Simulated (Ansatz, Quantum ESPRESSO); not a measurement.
# germanene, 2 layers, AB stacking: capacitance across a vacuum gap, part 2 of 4

Wanted: the capacitance of germanene, 2 layers, AB stacking by the effective screening medium.

Quantum ESPRESSO 7.5; plane-wave DFT, LDA, GBRV ultrasoft pseudopotentials; geometry by Ansatz 0.2.0 with PAW datasets.

So far: The structure; Geometry from Ansatz.

### Step 3. Self-consistent run: charge -0.0428 e

ESM with bc3 puts vacuum below and a metal electrode at the cell's upper end, z = c/2, which holds the counter charge and sets the zero of potential. tot_charge counts missing electrons, so a negative value adds electrons. The energies and forces that the log prints for charged cells are not used here.

Level of this step: plane-wave DFT, LDA, GBRV ultrasoft pseudopotentials (Quantum ESPRESSO 7.5).

The input, q0.in:

```
&control
  prefix = 'q0'
  outdir = './out'
  pseudo_dir = './pseudo'
  calculation = 'scf'
  tprnfor = .true.
/
&system
  ibrav = 0
  nat = 4
  ntyp = 1
  ecutwfc = 40
  ecutrho = 200
  occupations = 'smearing'
  smearing = 'fd'
  degauss = 0.004
  assume_isolated = 'esm'
  esm_bc = 'bc3'
  tot_charge = -0.0428
/
&electrons
  conv_thr = 1e-08
  mixing_beta = 0.4
  electron_maxstep = 120
  mixing_mode = 'local-TF'
/
ATOMIC_SPECIES
  Ge  72.6300  ge_lda_v1.4.uspp.F.UPF
CELL_PARAMETERS angstrom
  4.00859384439964 -0.00000000000000 0.00000000000000
  -2.00429692219982 3.47154410270402 0.00000000000000
  0.00000000000000 0.00000000000000 20.68000000000000
ATOMIC_POSITIONS crystal
  Ge  0.666666666667 0.333333333333 0.041645976344
  Ge  0.333333333333 0.666666666667 0.077153874365
  Ge  -0.000000000000 -0.000000000000 0.212981526056
  Ge  0.666666666667 0.333333333333 0.248489420175
K_POINTS automatic
  18 18 1 0 0 0
```

Run with:

```bash
$ OMP_NUM_THREADS=1 mpirun -n 4 pw.x -nk 4 -in q0.in > q0.out
```

Output:

```text
Program PWSCF v.7.5 starts
[citation notice left out]

     Parallel version (MPI & OpenMP), running on       4 processor cores
     Number of MPI processes:                 4
     Threads/MPI process:                     1

     MPI processes distributed on     1 nodes
[...]
Current dimensions of program PWSCF are:
     Max number of different atomic species (ntypx) = 10
     Max number of k-points (npk) =  40000
     Max angular momentum in pseudopotentials (lmaxx) =  4
     Message from routine setup:
     using ibrav=0 with symmetry is DISCOURAGED, use correct ibrav instead

     K-points division:     npool     =       4
     Subspace diagonalization in iterative solution of the eigenvalue problem:
     a serial algorithm will be used

     G-vector sticks info
     --------------------
     sticks:   dense  smooth     PW     G-vecs:    dense   smooth      PW
     Sum         793     637    187                92575    66445   10639

     Using Slab Decomposition

     bravais-lattice index     =            0
     lattice parameter (alat)  =       7.5751  a.u.
     unit-cell volume          =    1942.0566 (a.u.)^3
     number of atoms/cell      =            4
     number of atomic types    =            1
     number of electrons       =        56.04
     number of Kohn-Sham states=           34
     kinetic-energy cutoff     =      40.0000  Ry
     charge density cutoff     =     200.0000  Ry
     scf convergence threshold =      1.0E-08
     mixing beta               =       0.4000
     number of iterations used =            8  local-TF  mixing
     Exchange-correlation=  SLA  PZ   NOGX NOGC
                           (   1   1   0   0   0   0   0)

     Effective Screening Medium Method
     =================================
     Boundary Conditions: Vacuum-Slab-Metal
     total charge in unit cell        =  -0.0428
     grid points for fit at edges     =        4

     celldm(1)=   7.575145  celldm(2)=   0.000000  celldm(3)=   0.000000
     celldm(4)=   0.000000  celldm(5)=   0.000000  celldm(6)=   0.000000

     crystal axes: (cart. coord. in units of alat)
               a(1) = (   1.000000  -0.000000   0.000000 )
               a(2) = (  -0.500000   0.866025   0.000000 )
               a(3) = (   0.000000   0.000000   5.158916 )

     reciprocal axes: (cart. coord. in units 2 pi/alat)
               b(1) = (  1.000000  0.577350 -0.000000 )
               b(2) = (  0.000000  1.154701 -0.000000 )
               b(3) = ( -0.000000 -0.000000  0.193839 )

     PseudoPot. # 1 for Ge read from file:
     ./pseudo/ge_lda_v1.4.uspp.F.UPF
     Pseudo is Ultrasoft + core correction, Zval = 14.0
     Generated by new atomic code, or converted to UPF format
     Using radial grid of  873 points,  6 beta functions with:
                l(1) =   0
                l(2) =   0
                l(3) =   1
                l(4) =   1
                l(5) =   2
                l(6) =   2
     Q(r) pseudized with  8 coefficients,  rinner =    1.400   1.400   1.400
                                                       1.400   1.400

     atomic species   valence    mass     pseudopotential
     Ge               14.00    72.63000     Ge( 1.00)

      6 Sym. Ops. (no inversion) found

   Cartesian axes

     site n.     atom                  positions (alat units)
         1        Ge     tau(   1) = (   0.5000000   0.2886751   0.2148481  )
         2        Ge     tau(   2) = (  -0.0000000   0.5773503   0.3980304  )
         3        Ge     tau(   3) = (   0.0000000   0.0000000   1.0987539  )
         4        Ge     tau(   4) = (   0.5000000   0.2886751   1.2819361  )

     number of k points=    37  Fermi-Dirac smearing, width (Ry)=  0.0040
                       cart. coord. in units 2pi/alat
        k(    1) = (   0.0000000   0.0000000   0.0000000), wk =   0.0061728
        k(    2) = (   0.0000000   0.0641500   0.0000000), wk =   0.0370370
        k(    3) = (   0.0000000   0.1283001   0.0000000), wk =   0.0370370
        k(    4) = (   0.0000000   0.1924501   0.0000000), wk =   0.0370370
        k(    5) = (   0.0000000   0.2566001   0.0000000), wk =   0.0370370
        k(    6) = (   0.0000000   0.3207501   0.0000000), wk =   0.0370370
        k(    7) = (   0.0000000   0.3849002   0.0000000), wk =   0.0370370
        k(    8) = (   0.0000000   0.4490502   0.0000000), wk =   0.0370370
        k(    9) = (   0.0000000   0.5132002   0.0000000), wk =   0.0370370
        k(   10) = (   0.0000000  -0.5773503   0.0000000), wk =   0.0185185
[...]
k(   37) = (   0.3333333   0.5773503   0.0000000), wk =   0.0123457

     Dense  grid:    92575 G-vectors     FFT dimensions: (  36,  36, 180)

     Smooth grid:    66445 G-vectors     FFT dimensions: (  32,  32, 160)

     Estimated max dynamical RAM per process >     181.85 MB

     Estimated total dynamical RAM >     659.59 MB

     Initial potential from superposition of free atoms

     starting charge      55.9972, renormalised to      56.0428

     negative rho (up, down):  3.580E-04 0.000E+00
     Starting wfcs are   36 randomized atomic wfcs

     total cpu time spent up to now is        1.5 secs

     per-process dynamical memory:   101.6 Mb

     Self-consistent Calculation

     iteration #  1     ecut=    40.00 Ry     beta= 0.40
     Davidson diagonalization with overlap
     ethr =  1.00E-02,  avg # of iterations =  5.4

     Threshold (ethr) on eigenvalues was too large:
     Diagonalizing with lowered threshold

     Davidson diagonalization with overlap
     c_bands:  1 eigenvalues not converged
     c_bands:  1 eigenvalues not converged
     c_bands:  1 eigenvalues not converged
     ethr =  2.27E-04,  avg # of iterations = 13.2

     negative rho (up, down):  1.290E-04 0.000E+00

     total cpu time spent up to now is       12.1 secs

     total energy              =    -852.19500802 Ry
     estimated scf accuracy    <       0.17244980 Ry

     iteration #  2     ecut=    40.00 Ry     beta= 0.40
[...]
negative rho (up, down):  6.489E-04 0.000E+00

[...]
total energy              =    -852.17217628 Ry
     estimated scf accuracy    <       0.09843966 Ry

     iteration #  3     ecut=    40.00 Ry     beta= 0.40
[...]
negative rho (up, down):  3.210E-04 0.000E+00

[...]
total energy              =    -852.18009038 Ry
     estimated scf accuracy    <       0.00665614 Ry

     iteration #  4     ecut=    40.00 Ry     beta= 0.40
[...]
c_bands:  3 eigenvalues not converged
[...]
estimated scf accuracy    <       0.00044915 Ry

     iteration #  9     ecut=    40.00 Ry     beta= 0.40
[...]
c_bands:  1 eigenvalues not converged
[...]
total energy              =    -852.18520449 Ry
     estimated scf accuracy    <       0.00125930 Ry

     iteration # 10     ecut=    40.00 Ry     beta= 0.40
[...]
c_bands:  1 eigenvalues not converged
[...]
negative rho (up, down):  1.994E-04 0.000E+00

[...]
total energy              =    -852.18575059 Ry
     estimated scf accuracy    <       0.00090458 Ry

     iteration # 11     ecut=    40.00 Ry     beta= 0.40
[...]
negative rho (up, down):  1.317E-04 0.000E+00

[...]
total energy              =    -852.18602600 Ry
     estimated scf accuracy    <       0.00055061 Ry

     iteration # 12     ecut=    40.00 Ry     beta= 0.40
[...]
negative rho (up, down):  2.960E-04 0.000E+00

[...]
total energy              =    -852.18615144 Ry
     estimated scf accuracy    <       0.00017607 Ry

     iteration # 13     ecut=    40.00 Ry     beta= 0.40
[...]
c_bands:  2 eigenvalues not converged
     c_bands:  1 eigenvalues not converged
     c_bands:  2 eigenvalues not converged
[...]
negative rho (up, down):  1.521E-04 0.000E+00

[...]
total energy              =    -852.18605663 Ry
     estimated scf accuracy    <       0.00003251 Ry

     iteration # 14     ecut=    40.00 Ry     beta= 0.40
[...]
c_bands:  1 eigenvalues not converged
[...]
negative rho (up, down):  1.237E-04 0.000E+00

[...]
total energy              =    -852.18602915 Ry
     estimated scf accuracy    <       0.00001320 Ry

     iteration # 15     ecut=    40.00 Ry     beta= 0.40
[...]
c_bands:  1 eigenvalues not converged
[...]
negative rho (up, down):  2.100E-05 0.000E+00

[...]
total energy              =    -852.18570154 Ry
     estimated scf accuracy    <       0.00000919 Ry

     iteration # 16     ecut=    40.00 Ry     beta= 0.40
[...]
c_bands:  1 eigenvalues not converged
[...]
negative rho (up, down):  1.631E-05 0.000E+00

[...]
total energy              =    -852.18563998 Ry
     estimated scf accuracy    <       0.00000145 Ry

     iteration # 17     ecut=    40.00 Ry     beta= 0.40
[...]
negative rho (up, down):  6.377E-05 0.000E+00

[...]
total energy              =    -852.18556330 Ry
     estimated scf accuracy    <       0.00000040 Ry

     iteration # 18     ecut=    40.00 Ry     beta= 0.40
[...]
negative rho (up, down):  5.802E-05 0.000E+00

[...]
total energy              =    -852.18549540 Ry
     estimated scf accuracy    <       0.00000027 Ry

     iteration # 19     ecut=    40.00 Ry     beta= 0.40
[...]
negative rho (up, down):  6.366E-05 0.000E+00

[...]
total energy              =    -852.18548813 Ry
     estimated scf accuracy    <       0.00000004 Ry

     iteration # 20     ecut=    40.00 Ry     beta= 0.40
[...]
negative rho (up, down):  6.635E-05 0.000E+00

[...]
total energy              =    -852.18549069 Ry
     estimated scf accuracy    <       0.00000002 Ry

     iteration # 21     ecut=    40.00 Ry     beta= 0.40
[...]
negative rho (up, down):  6.907E-05 0.000E+00

[...]
total energy              =    -852.18548675 Ry
     estimated scf accuracy    <       0.00000001 Ry

     iteration # 22     ecut=    40.00 Ry     beta= 0.40
[...]
negative rho (up, down):  6.947E-05 0.000E+00

[...]
End of self-consistent calculation

          k = 0.0000 0.0000 0.0000 (  8353 PWs)   bands (ev):

   -27.2149 -27.2149 -27.1849 -27.1849 -27.1519 -27.1519 -27.1358 -27.1225
   -27.1225 -27.1153 -27.0536 -27.0095 -26.9604 -26.9604 -26.9316 -26.9316
   -26.9230 -26.9230 -26.8954 -26.8954 -14.2424 -13.7467  -7.2192  -5.4114
    -3.0149  -3.0149  -2.9601  -2.9601  -2.2163  -1.7715  -0.7129   0.8086
     0.8989   0.8991

          k = 0.0000 0.0642 0.0000 (  8331 PWs)   bands (ev):

   -27.2160 -27.2160 -27.1860 -27.1860 -27.1526 -27.1501 -27.1340 -27.1248
   -27.1209 -27.1118 -27.0526 -27.0086 -26.9641 -26.9639 -26.9294 -26.9287
   -26.9261 -26.9261 -26.8929 -26.8919 -14.2075 -13.7128  -7.2107  -5.4925
    -3.6322  -3.3182  -3.1404  -2.9858  -1.6351  -1.3489  -0.6982   0.6618
     0.9141   1.0261

          k = 0.0000 0.1283 0.0000 (  8327 PWs)   bands (ev):

   -27.2189 -27.2186 -27.1887 -27.1885 -27.1546 -27.1452 -27.1294 -27.1285
   -27.1164 -27.1054 -27.0496 -27.0061 -26.9722 -26.9716 -26.9347 -26.9342
   -26.9241 -26.9205 -26.8883 -26.8847 -14.1029 -13.6116  -7.2041  -5.7932
    -4.4664  -3.7706  -3.3930  -3.1306  -1.0131  -0.7796  -0.6086   0.5031
     0.9940   1.3769

          k = 0.0000 0.1925 0.0000 (  8331 PWs)   bands (ev):

   -27.2226 -27.2214 -27.1922 -27.1913 -27.1580 -27.1386 -27.1325 -27.1241
   -27.1104 -27.0991 -27.0443 -27.0016 -26.9814 -26.9801 -26.9433 -26.9422
   -26.9200 -26.9125 -26.8842 -26.8768 -13.9296 -13.4443  -7.2777  -6.3534
    -5.1688  -3.9630  -3.6927  -3.3574  -0.9427  -0.6957  -0.3609   0.7089
     1.1384   1.8697

          k = 0.0000 0.2566 0.0000 (  8321 PWs)   bands (ev):

   -27.2261 -27.2233 -27.1955 -27.1932 -27.1625 -27.1370 -27.1316 -27.1202
   -27.1041 -27.0946 -27.0367 -26.9950 -26.9903 -26.9873 -26.9516 -26.9492
   -26.9178 -26.9049 -26.8820 -26.8693 -13.6893 -13.2136  -7.5962  -7.0464
    -5.5638  -3.9916  -3.9396  -3.6105  -1.2531  -0.7370  -0.3967   0.8151
     1.3173   2.0136

          k = 0.0000 0.3208 0.0000 (  8309 PWs)   bands (ev):

   -27.2291 -27.2235 -27.1983 -27.1934 -27.1680 -27.1421 -27.1251 -27.1189
   -27.0983 -27.0928 -27.0273 -26.9982 -26.9925 -26.9865 -26.9588 -26.9540
   -26.9178 -26.8983 -26.8820 -26.8628 -13.3853 -12.9249  -8.1983  -7.7612
    -5.5899  -4.2606  -3.8508  -3.8044  -1.6373  -0.8993  -0.5895   0.7074
     1.4732   2.2646

[...]
the Fermi energy is    -2.5956 ev

!    total energy              =    -852.18548549 Ry
     estimated scf accuracy    <          1.1E-09 Ry
     smearing contrib. (-TS)   =      -0.00048715 Ry
     internal energy E=F+TS    =    -852.18499834 Ry

     The total energy is F=E-TS. E is the sum of the following terms:
     one-electron contribution =  -19379.13983911 Ry
     hartree contribution      =    9718.96987215 Ry
     xc contribution           =    -228.77401864 Ry
     ewald contribution        =    9036.75898726 Ry

     convergence has been achieved in  22 iterations

     negative rho (up, down):  6.947E-05 0.000E+00

     Forces acting on atoms (cartesian axes, Ry/au):

     atom    1 type  1   force =     0.00000000   -0.00000000    0.00985491
     atom    2 type  1   force =     0.00000000   -0.00000000   -0.00734395
     atom    3 type  1   force =     0.00000000    0.00000000    0.00678410
     atom    4 type  1   force =     0.00000000    0.00000000   -0.00921650

     Total force =     0.016793     Total SCF correction =     0.000238

[...]
=------------------------------------------------------------------------------=
   JOB DONE.
=------------------------------------------------------------------------------=
[...]
```

Wall time 2.1 min (4 MPI ranks of Arm Neoverse V2, shared host); peak memory 0.77 GiB.

Numbers from this step:

| Item | Value |
| --- | --- |
| Fermi energy | -2.596 eV |
| vacuum line at the lower end of the cell, over the Fermi level | 4.731 eV |
| slope of the potential above | -0.5541 eV/Å |
| vacuum line at the upper end of the cell, over the Fermi level | 2.598 eV |

Electrostatic potential energy of an electron; zero at the Fermi level. Potential energy, planar mean against z:

z (Å), potential energy, planar mean (eV) and a bar from the least value:
```
    -10.0        4.7 ##############################
     -9.5        4.7 ##############################
     -9.0        4.7 ##############################
     -8.5        4.7 ##############################
     -8.0        4.7 ##############################
     -7.5        4.7 ##############################
     -7.0        4.7 ##############################
     -6.5        4.7 ##############################
     -6.0        4.7 ##############################
     -5.5        4.7 ##############################
     -5.0        4.7 ##############################
     -4.5        4.7 ##############################
     -4.0        4.7 ##############################
     -3.5        4.7 ##############################
     -3.0        4.7 ##############################
     -2.5        4.7 ##############################
     -2.0        4.7 ##############################
     -1.5        4.7 ##############################
     -1.0        4.5 #############################
     -0.5        3.8 ############################
      0.0        1.4 #######################
      0.5       -4.6 ##########
      1.0       -9.6 
      1.5       -9.2 #
      2.0       -4.2 ############
      2.5        1.6 ########################
      3.0        3.3 ###########################
      3.5        1.6 ########################
      4.0       -4.2 ###########
      4.5       -9.3 #
      5.0       -9.7 
      5.5       -4.6 ##########
      6.0        1.3 #######################
      6.5        3.6 ############################
      7.0        4.1 #############################
      7.5        4.1 #############################
      8.0        3.9 ############################
      8.5        3.6 ############################
      9.0        3.3 ###########################
      9.5        3.1 ###########################
     10.0        2.8 ##########################
```

The run needed 22 iterations to bring the estimated error under 1e-08 Ry.

Inside the slab this potential holds the local part of the pseudopotentials, which can be repulsive at the nuclei; only its value in the vacuum has a meaning of its own.

Gauss's law asks for a slope of 180.95 q/A = -0.557 eV/Å in the gap; the run gives -0.554.

### Step 4. Self-consistent run: charge -0.0214 e

The charge is stepped; where the run before has converged, its density is the start.

q1.in, as its differences from the input of step 3:

```diff
@@ -1,3 +1,3 @@
 &control
-  prefix = 'q0'
+  prefix = 'q1'
   outdir = './out'
@@ -18,3 +18,3 @@
   esm_bc = 'bc3'
-  tot_charge = -0.0428
+  tot_charge = -0.0214
 /
@@ -25,2 +25,3 @@
   mixing_mode = 'local-TF'
+  startingpot = 'file'
 /
```

Run with:

```bash
$ cp -r out/q0.save out/q1.save
$ OMP_NUM_THREADS=1 mpirun -n 4 pw.x -nk 4 -in q1.in > q1.out
```

Output:

```text
[banner, memory and clock lines left out]
Program PWSCF v.7.5 starts
[...]
Message from routine setup:
[...]
number of electrons       =        56.02
     number of Kohn-Sham states=           34
     kinetic-energy cutoff     =      40.0000  Ry
     charge density cutoff     =     200.0000  Ry
[...]
number of k points=    37  Fermi-Dirac smearing, width (Ry)=  0.0040
[...]
Dense  grid:    92575 G-vectors     FFT dimensions: (  36,  36, 180)
[...]
The initial density is read from file :
[...]
negative rho (up, down):  6.944E-05 0.000E+00
     Starting wfcs are   36 randomized atomic wfcs
[...]
negative rho (up, down):  1.284E-04 0.000E+00
[...]
estimated scf accuracy    <       0.03239849 Ry
[...]
negative rho (up, down):  5.126E-04 0.000E+00
[...]
estimated scf accuracy    <       0.01774991 Ry
[...]
negative rho (up, down):  1.129E-04 0.000E+00
[...]
estimated scf accuracy    <       0.00094808 Ry
[...]
negative rho (up, down):  3.841E-05 0.000E+00
[...]
estimated scf accuracy    <       0.00053903 Ry
[...]
negative rho (up, down):  7.155E-08 0.000E+00
[...]
estimated scf accuracy    <       0.00015977 Ry
[...]
negative rho (up, down):  1.720E-08 0.000E+00
[...]
estimated scf accuracy    <       0.00052461 Ry
[...]
negative rho (up, down):  9.763E-08 0.000E+00
[...]
estimated scf accuracy    <       0.00005127 Ry
[...]
negative rho (up, down):  1.908E-07 0.000E+00
[...]
estimated scf accuracy    <       0.00002170 Ry
[...]
negative rho (up, down):  1.772E-06 0.000E+00
[...]
estimated scf accuracy    <       0.00000653 Ry
[...]
negative rho (up, down):  9.056E-07 0.000E+00
[...]
estimated scf accuracy    <       0.00000419 Ry
[...]
negative rho (up, down):  2.985E-05 0.000E+00
[...]
estimated scf accuracy    <       0.00000201 Ry
[...]
negative rho (up, down):  3.206E-05 0.000E+00
[...]
estimated scf accuracy    <       0.00000202 Ry
[...]
negative rho (up, down):  5.705E-05 0.000E+00
[...]
estimated scf accuracy    <       0.00000031 Ry
[...]
negative rho (up, down):  5.890E-05 0.000E+00
[...]
estimated scf accuracy    <       0.00000015 Ry
[...]
negative rho (up, down):  7.137E-05 0.000E+00
[...]
estimated scf accuracy    <       0.00000003 Ry
[...]
negative rho (up, down):  7.219E-05 0.000E+00
[...]
the Fermi energy is    -3.6777 ev
!    total energy              =    -852.18034127 Ry
     estimated scf accuracy    <          5.3E-09 Ry
     smearing contrib. (-TS)   =      -0.00036461 Ry
     internal energy E=F+TS    =    -852.17997665 Ry
[...]
one-electron contribution =  -19374.81844620 Ry
     hartree contribution      =    9714.64419002 Ry
     xc contribution           =    -228.76470773 Ry
     ewald contribution        =    9036.75898726 Ry
     convergence has been achieved in  16 iterations
     negative rho (up, down):  7.219E-05 0.000E+00
[...]
Total force =     0.017357     Total SCF correction =     0.000551
[...]
```

Elapsed: 1.8 min, on 4 MPI ranks; peak memory 0.63 GiB.

This step gave:

* Fermi energy: -3.678 eV
* vacuum line at the lower end of the cell, over the Fermi level: 4.755 eV
* slope of the potential above: -0.2769 eV/Å
* vacuum line at the upper end of the cell, over the Fermi level: 3.679 eV

The electrode's potential over the Fermi level goes from 2.598 to 3.679 eV, the far face's from 4.731 to 4.755 eV.

[end of part 2 of 4]

[Logs are printed without paths, hosts, clocks, repeated set-up lines and the standing remarks that a program may print on its own settings, such as how far it seeks lower states.]

[Hosts, paths, dates, database ids (printed as entryN), source tags and the programs' standing remarks are cut or masked in the printed files.]

[Maps of the electrostatic potential energy from Ansatz leave out the sawtooth potential of an applied field or a dipole correction, so their vacuum need not be flat; planar profiles and work functions include it.]
